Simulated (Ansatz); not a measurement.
In doubt: masses and optical values from hybrid runs of this build are listed as unsure (in some of the runs), which bears on the screening that GW takes from such a start.

System: Te3As2 (Kalgoorlieite).

The structure is monoclinic, space group C2/m (No. 12). Conventional cell: a = 14.357 Å, b = 4.020 Å, c = 9.899 Å, α = 90.00°, β = 95.11°, γ = 90.00°. Te has 3 As at 2.74 to 2.99 Å nearest. Nearest to Te lie 3 As at 2.65 to 2.95 Å. Te has 3 As at 2.76 to 2.82 Å nearest. Nearest to As lie 6 Te at 2.76 to 2.99 Å. Nearest to As lie 3 Te at 2.65 to 2.74 Å. Farther neighbours and most contacts between anions are not listed.

```yaml
crystal:
  lattice:
    - [7.17865, -2.00995, 0.00000]
    - [7.17865, 2.00995, 0.00000]
    - [-0.88117, 0.00000, 9.85970]
  atoms:
    - { symbol: Te, position: [0.02890, 0.02890, 0.28680] }
    - { symbol: Te, position: [0.97110, 0.97110, 0.71320] }
    - { symbol: Te, position: [0.77770, 0.77770, 0.33900] }
    - { symbol: Te, position: [0.22230, 0.22230, 0.66100] }
    - { symbol: Te, position: [0.37440, 0.37440, 0.03550] }
    - { symbol: Te, position: [0.62560, 0.62560, 0.96450] }
    - { symbol: As, position: [0.20260, 0.20260, 0.14080] }
    - { symbol: As, position: [0.79740, 0.79740, 0.85920] }
    - { symbol: As, position: [0.61330, 0.61330, 0.44060] }
    - { symbol: As, position: [0.38670, 0.38670, 0.55940] }
```

The cell and positions come from the Crystallography Open Database and are kept as given unless a step says otherwise. Spin-orbit coupling is left out unless a run names it. PAW set soft_2, made with PBE.

Gaps computed with Ansatz 0.2.0 without a self-energy: HSE06 0.73 eV.

**Question.** What gap should G0W0 on HSE06 give (4×4×2 mesh, 1070 empty bands, screening to 140 eV, default PAW files)?

About 0.72 eV: on its mesh the run moves the gap from 0.80 eV by −0.01 eV, and the mesh misses the edges by 0.08 eV. Bands and cutoff are finite, so the gap is not at the basis limit. The miss can reach some tenths of an eV and take either sign; the mesh is an error of its own. The 4×4×2 mesh is coarse for this cell (its supercell is 20 Å along the shortest edge). The RPA ε∞ on it, from the HSE06 start, is 17.53, 33.36 and 35.02; such meshes misread the long-range screening, most where the gap is narrow. The RPA ε∞ on this mesh reaches over 25; with a narrow direct gap a coarse mesh can overstate it, and the correction is then too small. The many-body steps are scalar-relativistic: spin-orbit coupling is not in them.

[Paths, hosts, dates, memory and timing lines, banners, echoed tables and standing remarks are left out of the program output.]

[Logs are printed without paths, hosts, clocks, repeated set-up lines and the standing remarks that a program may print on its own settings, such as how far it seeks lower states.]

[Runs of the session that timed out or met a known fault of the program may be left out.]

[Cells called generated may have been cut or substituted from an entry of the Crystallography Open Database or the Materials Project.]

[Hosts, paths, dates, database ids (printed as entryN), source tags and the programs' standing remarks are cut or masked in the printed files.]
